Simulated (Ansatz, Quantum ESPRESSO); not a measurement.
## In2Au (Fm-3m): electron–phonon coupling with Quantum ESPRESSO

Aim: mode couplings and λ of In2Au (Fm-3m) by double-delta sums in Quantum ESPRESSO.

Program: Ansatz 0.2.0 and Quantum ESPRESSO 7.5. Level of theory: DFT PBEsol, scalar-relativistic, plane waves, PAW, in the first sound run; inputs show where later runs differ. Results are calculated unless marked as measured.

### 1. The starting structure

It takes space group Fm-3m (No. 225, cubic). Conventional cell: a = 6.502 Å, b = 6.502 Å, c = 6.502 Å, α = 90.00°, β = 90.00°, γ = 90.00°. Nearest to In lie 4 Au at 2.82 Å. Nearest to Au lie 8 In at 2.82 Å. Farther neighbours are not listed.

### 2. Relaxation

The structure is brought to rest under this functional.

input.yaml reads:

```yaml
crystal:
  lattice:
    - [0.0, 3.251, 3.251]
    - [3.251, 0.0, 3.251]
    - [3.251, 3.251, 0.0]
  atoms:
    - { symbol: In, position: [0.25, 0.25, 0.25] }
    - { symbol: In, position: [0.75, 0.75, 0.75] }
    - { symbol: Au, position: [0.0, 0.0, 0.0] }
kpoints:
  mp_grid: { grid: [8, 8, 8] }
hamiltonian:
  xc: pbesol
scf:
  occupations: { method: gaussian, width: 0.1 }
output:
  forces: true
  stress: true
  eigenvalues: true
relax:
  adjacent_minimum: "off"
  f_tol: 0.005
  max_steps: 80
  cell: { stress_tol: 0.05 }
```

On the command line:

```
> ansatz run input.yaml --threads 8 --pin off --max-ram 16384MiB --backend cpu --events-out ev --progress --plain --runs-dir out
```

Numbers of over 12 decimals in the logs are rounded to 6 here.

The log of the run:

```text
[the first part of the log is left out]
  E_paw        = -17731.691646  (= ΣΔE_a)
  E_vpaw       = -966.364455  (= ΣTr[D̂ρ^β])
  E_aug_tail   = 0.001432  (compensation charges beyond the density's cutoff)
  E_ewald      = -4807.277236
  E_core_change = 0.781284  (= ΣΔE_core)
  E_smearing   = -0.001848  (= −TS)
  E_closure    = 0.000000  (closes the sum)
  Σ components = -24058.680220   (vs F -24058.680220, Δ=0.00e0)
--- Forces (eV/Å), atoms counted from 1 ---
  atom   1  In     0.00000000     0.00000000     0.00000000
  atom   2  In    -0.00000000    -0.00000000    -0.00000000
  atom   3  Au    -0.00000000    -0.00000000     0.00000000
  max |Σ_I F_I| component: 1.85e-17 eV/Å
--- Stress (GPa, compression-positive) ---
        0.000128       0.000000       0.000000
        0.000000       0.000128       0.000000
        0.000000       0.000000       0.000128
  P = ⅓ Tr σ = 0.0001 GPa (0.001 kbar)
--- Band table (eV; the first three rows and the last of 29) ---
  k-point 0: bands = ["-93.8999", "-45.2716", "-45.2716", "-45.2716", "-2.2939", "-2.2939", "-2.1462", "-2.1462", "-2.1462", "-1.8779", "-1.8779", "-1.8779", "-1.6837", "-1.6837", "2.6008", "6.9562", "6.9562", "6.9562", "7.8068", "7.8068", "12.7232", "15.5727", "15.5727", "15.5727", "16.2251", "16.2251", "16.2251"]
  k-point 1: bands = ["-93.8999", "-45.2716", "-45.2716", "-45.2716", "-2.2714", "-2.2714", "-2.1461", "-2.1355", "-2.1355", "-1.8871", "-1.8871", "-1.8820", "-1.7086", "-1.7086", "2.7858", "6.8302", "7.0063", "7.0063", "7.7877", "7.7877", "12.3226", "14.0263", "14.9056", "14.9056", "16.3034", "16.6730", "16.6730"]
  k-point 2: bands = ["-93.8999", "-45.2717", "-45.2716", "-45.2716", "-2.2073", "-2.2073", "-2.1357", "-2.1050", "-2.1050", "-1.9141", "-1.9141", "-1.9036", "-1.7779", "-1.7779", "3.3225", "6.5496", "7.1177", "7.1177", "7.7591", "7.7591", "10.5146", "13.8202", "14.1255", "14.1255", "16.0861", "16.5459", "16.5459"]
  k-point 28: bands = ["-93.8999", "-45.2717", "-45.2717", "-45.2716", "-2.1540", "-2.1540", "-2.1423", "-2.0821", "-1.9953", "-1.9953", "-1.9545", "-1.9032", "-1.8452", "-1.8452", "6.1348", "6.1348", "7.0721", "7.2217", "7.6415", "8.0180", "8.6413", "8.6413", "10.4137", "16.1022", "16.1022", "17.5110", "18.2393"]
--- Relaxed structure (4 steps of the walk, 4 accepted, 1 SCFs on fresh bases) ---
  F+E_penalty+E_count = -24058.68021960 eV   max|allowed force component| = 9.560e-17 eV/Å   (the final SCF, on the basis selected at the relaxed cell)
  cell:  # Å, volume = 69.8712 Å³
    - [0, 3.269059, 3.269059]
    - [3.269059, 0, 3.269059]
    - [3.269059, 3.269059, 0]
  atoms:
    - { symbol: In, position: [0.25, 0.25, 0.25] }
    - { symbol: In, position: [0.75, 0.75, 0.75] }
    - { symbol: Au, position: [0, 0, 0] }
```

It took 2.6 s on 8 threads of Arm Neoverse V2, shared host; peak memory 0.45 GiB.

The steps of the relaxation:

| step | energy less that of the first step (eV) | largest force component (eV/Å) | pressure (GPa) | volume (Å³) |
| --- | --- | --- | --- | --- |
| 1 | 0.0000 | 0.0000 | 1.30 | 68.72 |
| 2 | -0.0006 | 0.0000 | -1.01 | 70.90 |
| 3 | -0.0042 | 0.0000 | -0.06 | 69.93 |
| 4 | -0.0042 | 0.0000 | 0.00 | 69.87 |
| 5 | -0.0046 | 0.0000 | 0.00 | 69.87 |

The log counts 1 steps on a newly chosen plane-wave basis, not all of them marked here; energy and pressure can jump at such steps.

| conventional cell, symmetrised | before | after | change |
| --- | --- | --- | --- |
| a (Å) | 6.502 | 6.538 | +0.6 % |
| b (Å) | 6.502 | 6.538 | +0.6 % |
| c (Å) | 6.502 | 6.538 | +0.6 % |
| volume (Å³/atom) | 22.91 | 23.29 | +1.7 % |

Final coordinates:

```xyz
3
Lattice="0.0000 3.2691 3.2691 3.2691 0.0000 3.2691 3.2691 3.2691 0.0000" Properties=species:S:1:pos:R:3 pbc="T T T"
In    1.6345    1.6345    1.6345
In    4.9036    4.9036    4.9036
Au    0.0000    0.0000    0.0000
```

Numbers from this step:

* pressure: 1.28e-4 GPa
* volume per atom: 23.29 Å³
* metallic on mesh: yes
* gap on the k-mesh: 0 eV

The largest force is now zero by symmetry and the largest stress component 1.3e-4 GPa.

### 3. Second program, ground state

ph.x needs a tightly converged ground state on the same k mesh; the cell is that of the step before.

This step: DFT PBEsol, scalar-relativistic, plane waves, GBRV ultrasoft pseudopotentials (Quantum ESPRESSO 7.5).

pw.in reads:

```
&control
   calculation = 'scf'
   prefix = 'x'
   outdir = './tmp'
   pseudo_dir = './pseudo'
   tprnfor = .true.
   tstress = .true.
/
&system
   ibrav = 0
   nat = 3
   ntyp = 2
   ecutwfc = 45.0
   ecutrho = 360.0
   occupations = 'smearing'
   smearing = 'fd'
   degauss = 0.00734986
   nbnd = 31
/
&electrons
   conv_thr = 1.0d-11
   mixing_beta = 0.5
/
ATOMIC_SPECIES
 In    114.8180  In.upf
 Au    196.9666  Au.upf
CELL_PARAMETERS angstrom
     0.000000000    3.269058985    3.269058985
     3.269058985    0.000000000    3.269058985
     3.269058985    3.269058985    0.000000000
ATOMIC_POSITIONS crystal
 In     0.250000000   0.250000000   0.250000000
 In     0.750000000   0.750000000   0.750000000
 Au     0.000000000   0.000000000   0.000000000
K_POINTS automatic
 8 8 8 0 0 0
```

On the command line:

```
> OMP_NUM_THREADS=1 mpirun -n 8 pw.x -nk 8 -in pw.in > pw.x.log
```

The log of the run:

```text
Program PWSCF v.7.5

     This program is part of the open-source Quantum ESPRESSO suite
     for quantum simulation of materials; please cite
         "P. Giannozzi et al., J. Phys.:Condens. Matter 21 395502 (2009);
         "P. Giannozzi et al., J. Phys.:Condens. Matter 29 465901 (2017);
         "P. Giannozzi et al., J. Chem. Phys. 152 154105 (2020);
     in publications or presentations arising from this work. More details at

     Message from routine setup:
     using ibrav=0 with symmetry is DISCOURAGED, use correct ibrav instead

     G-vector sticks info
     --------------------
     sticks:   dense  smooth     PW     G-vecs:    dense   smooth      PW
     Sum        1891     955    283                54313    19339    3143

     Using Slab Decomposition

     bravais-lattice index     =            0
     lattice parameter (alat)  =       8.7365  a.u.
     unit-cell volume          =     471.5143 (a.u.)^3
     number of atoms/cell      =            3
     number of atomic types    =            2
     number of electrons       =        37.00
     number of Kohn-Sham states=           31
     kinetic-energy cutoff     =      45.0000  Ry
     charge density cutoff     =     360.0000  Ry
     scf convergence threshold =      1.0E-11
     mixing beta               =       0.5000
     number of iterations used =            8  plain     mixing
     Exchange-correlation= SLA  PW   PSX  PSC
                           (   1   4  10   8   0   0   0)

     celldm(1)=   8.736483  celldm(2)=   0.000000  celldm(3)=   0.000000
     celldm(4)=   0.000000  celldm(5)=   0.000000  celldm(6)=   0.000000

     crystal axes: (cart. coord. in units of alat)
               a(1) = (   0.000000   0.707107   0.707107 )
               a(2) = (   0.707107   0.000000   0.707107 )
               a(3) = (   0.707107   0.707107   0.000000 )

     reciprocal axes: (cart. coord. in units 2 pi/alat)
               b(1) = ( -0.707107  0.707107  0.707107 )
               b(2) = (  0.707107 -0.707107  0.707107 )
               b(3) = (  0.707107  0.707107 -0.707107 )

     PseudoPot. # 1 for In read from file:
     ./pseudo/In.upf
     Pseudo is Ultrasoft + core correction, Zval = 13.0
     Using radial grid of  889 points,  6 beta functions with:
                l(1) =   0
                l(2) =   0
                l(3) =   1
                l(4) =   1
                l(5) =   2
                l(6) =   2
     Q(r) pseudized with  6 coefficients,  rinner =    1.400   1.400   1.400
                                                       1.400   1.400

     PseudoPot. # 2 for Au read from file:
     ./pseudo/Au.upf
     Pseudo is Ultrasoft + core correction, Zval = 11.0
     Using radial grid of  985 points,  7 beta functions with:
                l(1) =   0
                l(2) =   0
                l(3) =   1
                l(4) =   1
                l(5) =   2
                l(6) =   2
                l(7) =   3
     Q(r) pseudized with  6 coefficients,  rinner =    1.900   1.900   1.900
                                                       1.900   1.900   1.900
                                                       1.900

     atomic species   valence    mass     pseudopotential
     In               13.00   114.81800     In( 1.00)
     Au               11.00   196.96660     Au( 1.00)

     48 Sym. Ops., with inversion, found

   Cartesian axes

     site n.     atom                  positions (alat units)
         1        In     tau(   1) = (   0.3535534   0.3535534   0.3535534  )
         2        In     tau(   2) = (   1.0606602   1.0606602   1.0606602  )
         3        Au     tau(   3) = (   0.0000000   0.0000000   0.0000000  )

     number of k points=    29  Fermi-Dirac smearing, width (Ry)=  0.0073
                       cart. coord. in units 2pi/alat
        k(    1) = (   0.0000000   0.0000000   0.0000000), wk =   0.0039062
        k(    2) = (   0.0883883   0.0883883  -0.0883883), wk =   0.0312500
        k(    3) = (   0.1767767   0.1767767  -0.1767767), wk =   0.0312500
        k(    4) = (   0.2651650   0.2651650  -0.2651650), wk =   0.0312500
        k(    5) = (  -0.3535534  -0.3535534   0.3535534), wk =   0.0156250
        k(    6) = (   0.1767767   0.0000000   0.0000000), wk =   0.0234375
        k(    7) = (   0.2651650   0.0883883  -0.0883883), wk =   0.0937500
        k(    8) = (   0.3535534   0.1767767  -0.1767767), wk =   0.0937500
        k(    9) = (  -0.2651650  -0.4419417   0.4419417), wk =   0.0937500
        k(   10) = (  -0.1767767  -0.3535534   0.3535534), wk =   0.0937500
        k(   11) = (  -0.0883883  -0.2651650   0.2651650), wk =   0.0937500
        k(   12) = (   0.0000000  -0.1767767   0.1767767), wk =   0.0468750
        k(   13) = (   0.3535534   0.0000000   0.0000000), wk =   0.0234375
        k(   14) = (   0.4419417   0.0883883  -0.0883883), wk =   0.0937500
        k(   15) = (  -0.1767767  -0.5303301   0.5303301), wk =   0.0937500
        k(   16) = (  -0.0883883  -0.4419417   0.4419417), wk =   0.0937500
[...]
k(   22) = (   0.3535534   0.1767767   0.0000000), wk =   0.0937500
        k(   23) = (  -0.2651650  -0.4419417   0.6187184), wk =   0.1875000
        k(   24) = (  -0.1767767  -0.3535534   0.5303301), wk =   0.0937500
        k(   25) = (  -0.1767767  -0.5303301   0.7071068), wk =   0.0937500
        k(   26) = (  -0.0883883  -0.4419417   0.6187184), wk =   0.1875000
        k(   27) = (   0.0000000  -0.3535534   0.5303301), wk =   0.0937500
        k(   28) = (  -0.7071068   0.1767767  -0.0000000), wk =   0.0468750
        k(   29) = (  -0.7071068   0.3535534   0.0000000), wk =   0.0234375

     Dense  grid:    54313 G-vectors     FFT dimensions: (  54,  54,  54)

     Smooth grid:    19339 G-vectors     FFT dimensions: (  40,  40,  40)

     Check: negative core charge=   -0.000001

     Initial potential from superposition of free atoms

     starting charge      33.9999, renormalised to      37.0000
     Starting wfcs are   27 randomized atomic wfcs +    4 random wfcs

     per-process dynamical memory:    45.8 Mb

     Self-consistent Calculation

     iteration #  1     ecut=    45.00 Ry     beta= 0.50
     Davidson diagonalization with overlap
     ethr =  1.00E-02,  avg # of iterations =  7.0

     total energy              =    -379.17592810 Ry
     estimated scf accuracy    <       5.97878914 Ry

     iteration #  2     ecut=    45.00 Ry     beta= 0.50
     Davidson diagonalization with overlap
     ethr =  1.00E-02,  avg # of iterations =  2.0

     total energy              =    -380.94899414 Ry
[...]
estimated scf accuracy    <       0.00000010 Ry

     iteration #  9     ecut=    45.00 Ry     beta= 0.50
     Davidson diagonalization with overlap
     ethr =  2.78E-10,  avg # of iterations =  3.1

     total energy              =    -381.18072175 Ry
     estimated scf accuracy    <       0.00000002 Ry

     iteration # 10     ecut=    45.00 Ry     beta= 0.50
     Davidson diagonalization with overlap
     ethr =  5.97E-11,  avg # of iterations =  2.0

     total energy              =    -381.18072175 Ry
     estimated scf accuracy    <          2.3E-09 Ry

     iteration # 11     ecut=    45.00 Ry     beta= 0.50
     Davidson diagonalization with overlap
     ethr =  6.33E-12,  avg # of iterations =  3.2

     End of self-consistent calculation

          k = 0.0000 0.0000 0.0000 (  2421 PWs)   bands (ev):

    -3.5101  -3.5101  -3.3633  -3.3633  -3.3633  -3.0942  -3.0942  -3.0942
    -2.9005  -2.9005   1.3802   5.7166   5.7166   5.7166   6.5576   6.5576
    11.4956  14.3251  14.3251  14.3251  15.0112  15.0112  15.0112  15.3508
    16.8352  16.8352  16.8352  20.1703  21.2761  21.2761  26.1744

          k = 0.0884 0.0884-0.0884 (  2400 PWs)   bands (ev):

    -3.4877  -3.4877  -3.3629  -3.3522  -3.3522  -3.1034  -3.1034  -3.0982
    -2.9249  -2.9249   1.5651   5.5913   5.7665   5.7665   6.5384   6.5384
    11.0900  12.8072  13.6753  13.6753  15.0606  15.4374  15.4374  16.2702
    16.9821  16.9821  18.0109  21.0979  21.8330  21.8330  26.1706

          k = 0.1768 0.1768-0.1768 (  2418 PWs)   bands (ev):

    -3.4239  -3.4239  -3.3520  -3.3218  -3.3218  -3.1305  -3.1305  -3.1198
    -2.9948  -2.9948   2.1016   5.3125   5.8773   5.8773   6.5093   6.5093
     9.2852  12.5945  12.9033  12.9033  14.8518  15.3118  15.3118  16.7058
    17.9413  17.9413  21.0787  23.0058  23.1987  23.1987  25.9506

          k = 0.2652 0.2652-0.2652 (  2421 PWs)   bands (ev):

    -3.3288  -3.3288  -3.3188  -3.2764  -3.2764  -3.1725  -3.1725  -3.1657
    -3.0950  -3.0950   2.8840   5.0446   5.9588   5.9588   6.5228   6.5228
     7.4930  12.3562  12.3562  12.8170  14.2850  15.0019  15.0019  18.3322
    19.3225  19.3225  23.0216  23.9437  23.9437  24.2830  25.0810

          k =-0.3536-0.3536 0.3536 (  2392 PWs)   bands (ev):

    -3.2857  -3.2325  -3.2325  -3.2295  -3.2295  -3.2191  -3.2191  -3.2041
    -3.1916  -3.1916   3.4014   4.9044   5.9788   5.9788   6.5468   6.5468
     6.6625  12.1549  12.1549  12.9546  14.0174  14.8780  14.8780  20.2452
    20.2452  20.5704  20.5907  22.8749  22.8749  26.1009  26.3708

          k = 0.1768 0.0000 0.0000 (  2397 PWs)   bands (ev):

    -3.5027  -3.4598  -3.3761  -3.3430  -3.3430  -3.1096  -3.1096  -3.0903
[...]
17.5045  17.5705  17.5705  20.7099  21.3305  22.9513  26.1702

          k = 0.2652 0.0884-0.0884 (  2417 PWs)   bands (ev):

[...]
18.1996  18.6028  20.1047  21.7004  21.9918  24.6679  25.8842

          k = 0.3536 0.1768-0.1768 (  2407 PWs)   bands (ev):

[...]
19.5833  19.8689  22.6901  23.1297  23.3958  24.1364  24.6729

          k =-0.2652-0.4419 0.4419 (  2410 PWs)   bands (ev):

[...]
20.4316  20.5570  21.5556  22.9487  24.3389  25.5838  25.5913

          k =-0.1768-0.3536 0.3536 (  2403 PWs)   bands (ev):

[...]
19.1850  20.4061  22.1155  23.8162  24.1889  24.4198  25.5232

          k =-0.0884-0.2652 0.2652 (  2409 PWs)   bands (ev):

[...]
17.7573  20.1938  21.7297  22.1482  23.9664  24.7291  25.1268

          k = 0.0000-0.1768 0.1768 (  2401 PWs)   bands (ev):

[...]
16.9579  18.6452  19.3809  21.1379  23.0216  23.0962  25.9259

          k = 0.3536 0.0000 0.0000 (  2413 PWs)   bands (ev):

[...]
19.5314  19.6000  19.6000  21.4974  21.5648  25.8255  26.2863

          k = 0.4419 0.0884-0.0884 (  2403 PWs)   bands (ev):

[...]
20.4810  20.7285  21.8296  22.3137  22.5857  24.1750  24.4129

          k =-0.1768-0.5303 0.5303 (  2405 PWs)   bands (ev):

[...]
20.7701  20.9580  22.1805  23.1366  24.2211  24.3070  25.1207

          k =-0.0884-0.4419 0.4419 (  2389 PWs)   bands (ev):

[...]
19.1019  19.5199  22.7768  24.3402  24.4863  25.0045  26.1567

          k = 0.0000-0.3536 0.3536 (  2395 PWs)   bands (ev):

[...]
k = 0.5303-0.0000 0.0000 (  2397 PWs)   bands (ev):

[...]
k =-0.0884-0.6187 0.6187 (  2401 PWs)   bands (ev):

[...]
k = 0.0000-0.5303 0.5303 (  2382 PWs)   bands (ev):

[...]
k =-0.7071 0.0000 0.0000 (  2450 PWs)   bands (ev):

[...]
k = 0.3536 0.1768 0.0000 (  2403 PWs)   bands (ev):

[...]
18.5622  20.7180  20.9769  21.8392  23.3460  24.0960  26.0601

          k =-0.2652-0.4419 0.6187 (  2404 PWs)   bands (ev):

[...]
19.6144  20.6232  22.2030  22.8297  24.1093  24.9047  25.6556

          k =-0.1768-0.3536 0.5303 (  2406 PWs)   bands (ev):

[...]
18.5975  21.0120  22.3637  24.0115  24.1631  25.1795  25.3234

          k =-0.1768-0.5303 0.7071 (  2403 PWs)   bands (ev):

[...]
20.2252  21.6072  21.9251  22.6238  23.7355  24.6294  24.6393

          k =-0.0884-0.4419 0.6187 (  2401 PWs)   bands (ev):

[...]
19.9933  21.8611  22.7290  23.1456  23.6298  25.0543  25.1763

          k = 0.0000-0.3536 0.5303 (  2399 PWs)   bands (ev):

[...]
-3.1117  -3.0550   4.1813   4.9364   5.9799   6.2576   6.2787   6.5386
     7.6913   7.7343  10.1440  13.9837  15.0314  16.6105  18.1073  18.2935
    19.9211  20.5018  22.1601  24.1448  24.3746  24.9746  25.9751

          k =-0.7071 0.1768-0.0000 (  2396 PWs)   bands (ev):

    -3.4278  -3.4165  -3.3356  -3.2362  -3.2212  -3.2045  -3.2034  -3.1434
    -3.0845  -2.9564   4.8873   4.9892   5.3776   6.3914   6.4196   6.6736
     6.8958   8.4678   9.2864  12.4125  14.5521  17.7531  19.3678  20.0307
    21.3535  22.3170  22.4083  23.0319  23.6375  23.6761  24.5531

          k =-0.7071 0.3536 0.0000 (  2400 PWs)   bands (ev):

    -3.3706  -3.3706  -3.3578  -3.2983  -3.2116  -3.2116  -3.1707  -3.1193
    -3.0622  -3.0622   4.9046   4.9046   5.8494   5.9800   6.3950   6.7784
     7.4031   7.4031   9.1794  14.8711  14.8711  16.2911  17.0269  19.9181
    21.4760  22.4526  22.4526  23.0523  23.6240  23.9724  23.9724

     the Fermi energy is    11.3019 ev

!    total energy              =    -381.18072175 Ry
     estimated scf accuracy    <          7.1E-12 Ry
     smearing contrib. (-TS)   =      -0.00192793 Ry
     internal energy E=F+TS    =    -381.17879382 Ry

     The total energy is F=E-TS. E is the sum of the following terms:
     one-electron contribution =     -83.53406943 Ry
     hartree contribution      =      76.40044205 Ry
     xc contribution           =    -136.77856088 Ry
     ewald contribution        =    -237.26660555 Ry

     convergence has been achieved in  11 iterations

     Forces acting on atoms (cartesian axes, Ry/au):

     atom    1 type  1   force =     0.00000000    0.00000000   -0.00000000
     atom    2 type  1   force =    -0.00000000   -0.00000000    0.00000000
     atom    3 type  2   force =     0.00000000   -0.00000000    0.00000000

     Total force =     0.000000     Total SCF correction =     0.000000

     Computing stress (Cartesian axis) and pressure

          total   stress  (Ry/bohr**3)                   (kbar)     P=       -9.31
  -0.00006331  -0.00000000  -0.00000000           -9.31       -0.00       -0.00
  -0.00000000  -0.00006331   0.00000000           -0.00       -9.31        0.00
   0.00000000   0.00000000  -0.00006331            0.00        0.00       -9.31

     Writing all to output data dir ./tmp/x.save/ :
     XML data file, charge density, pseudopotentials, collected wavefunctions

   JOB DONE.
```

Run time: 9.5 s. Hardware: 8 MPI ranks.

Numbers from this step:

```yaml
pressure: -0.931 GPa
```

With these potentials, mesh and smearing the cell is at -0.93 GPa.

[end of part 1 of 2]

[Logs are printed without paths, hosts, clocks, repeated set-up lines and the standing remarks that a program may print on its own settings, such as how far it seeks lower states.]

[Hosts, paths, dates, database ids (printed as entryN), source tags and the programs' standing remarks are cut or masked in the printed files.]
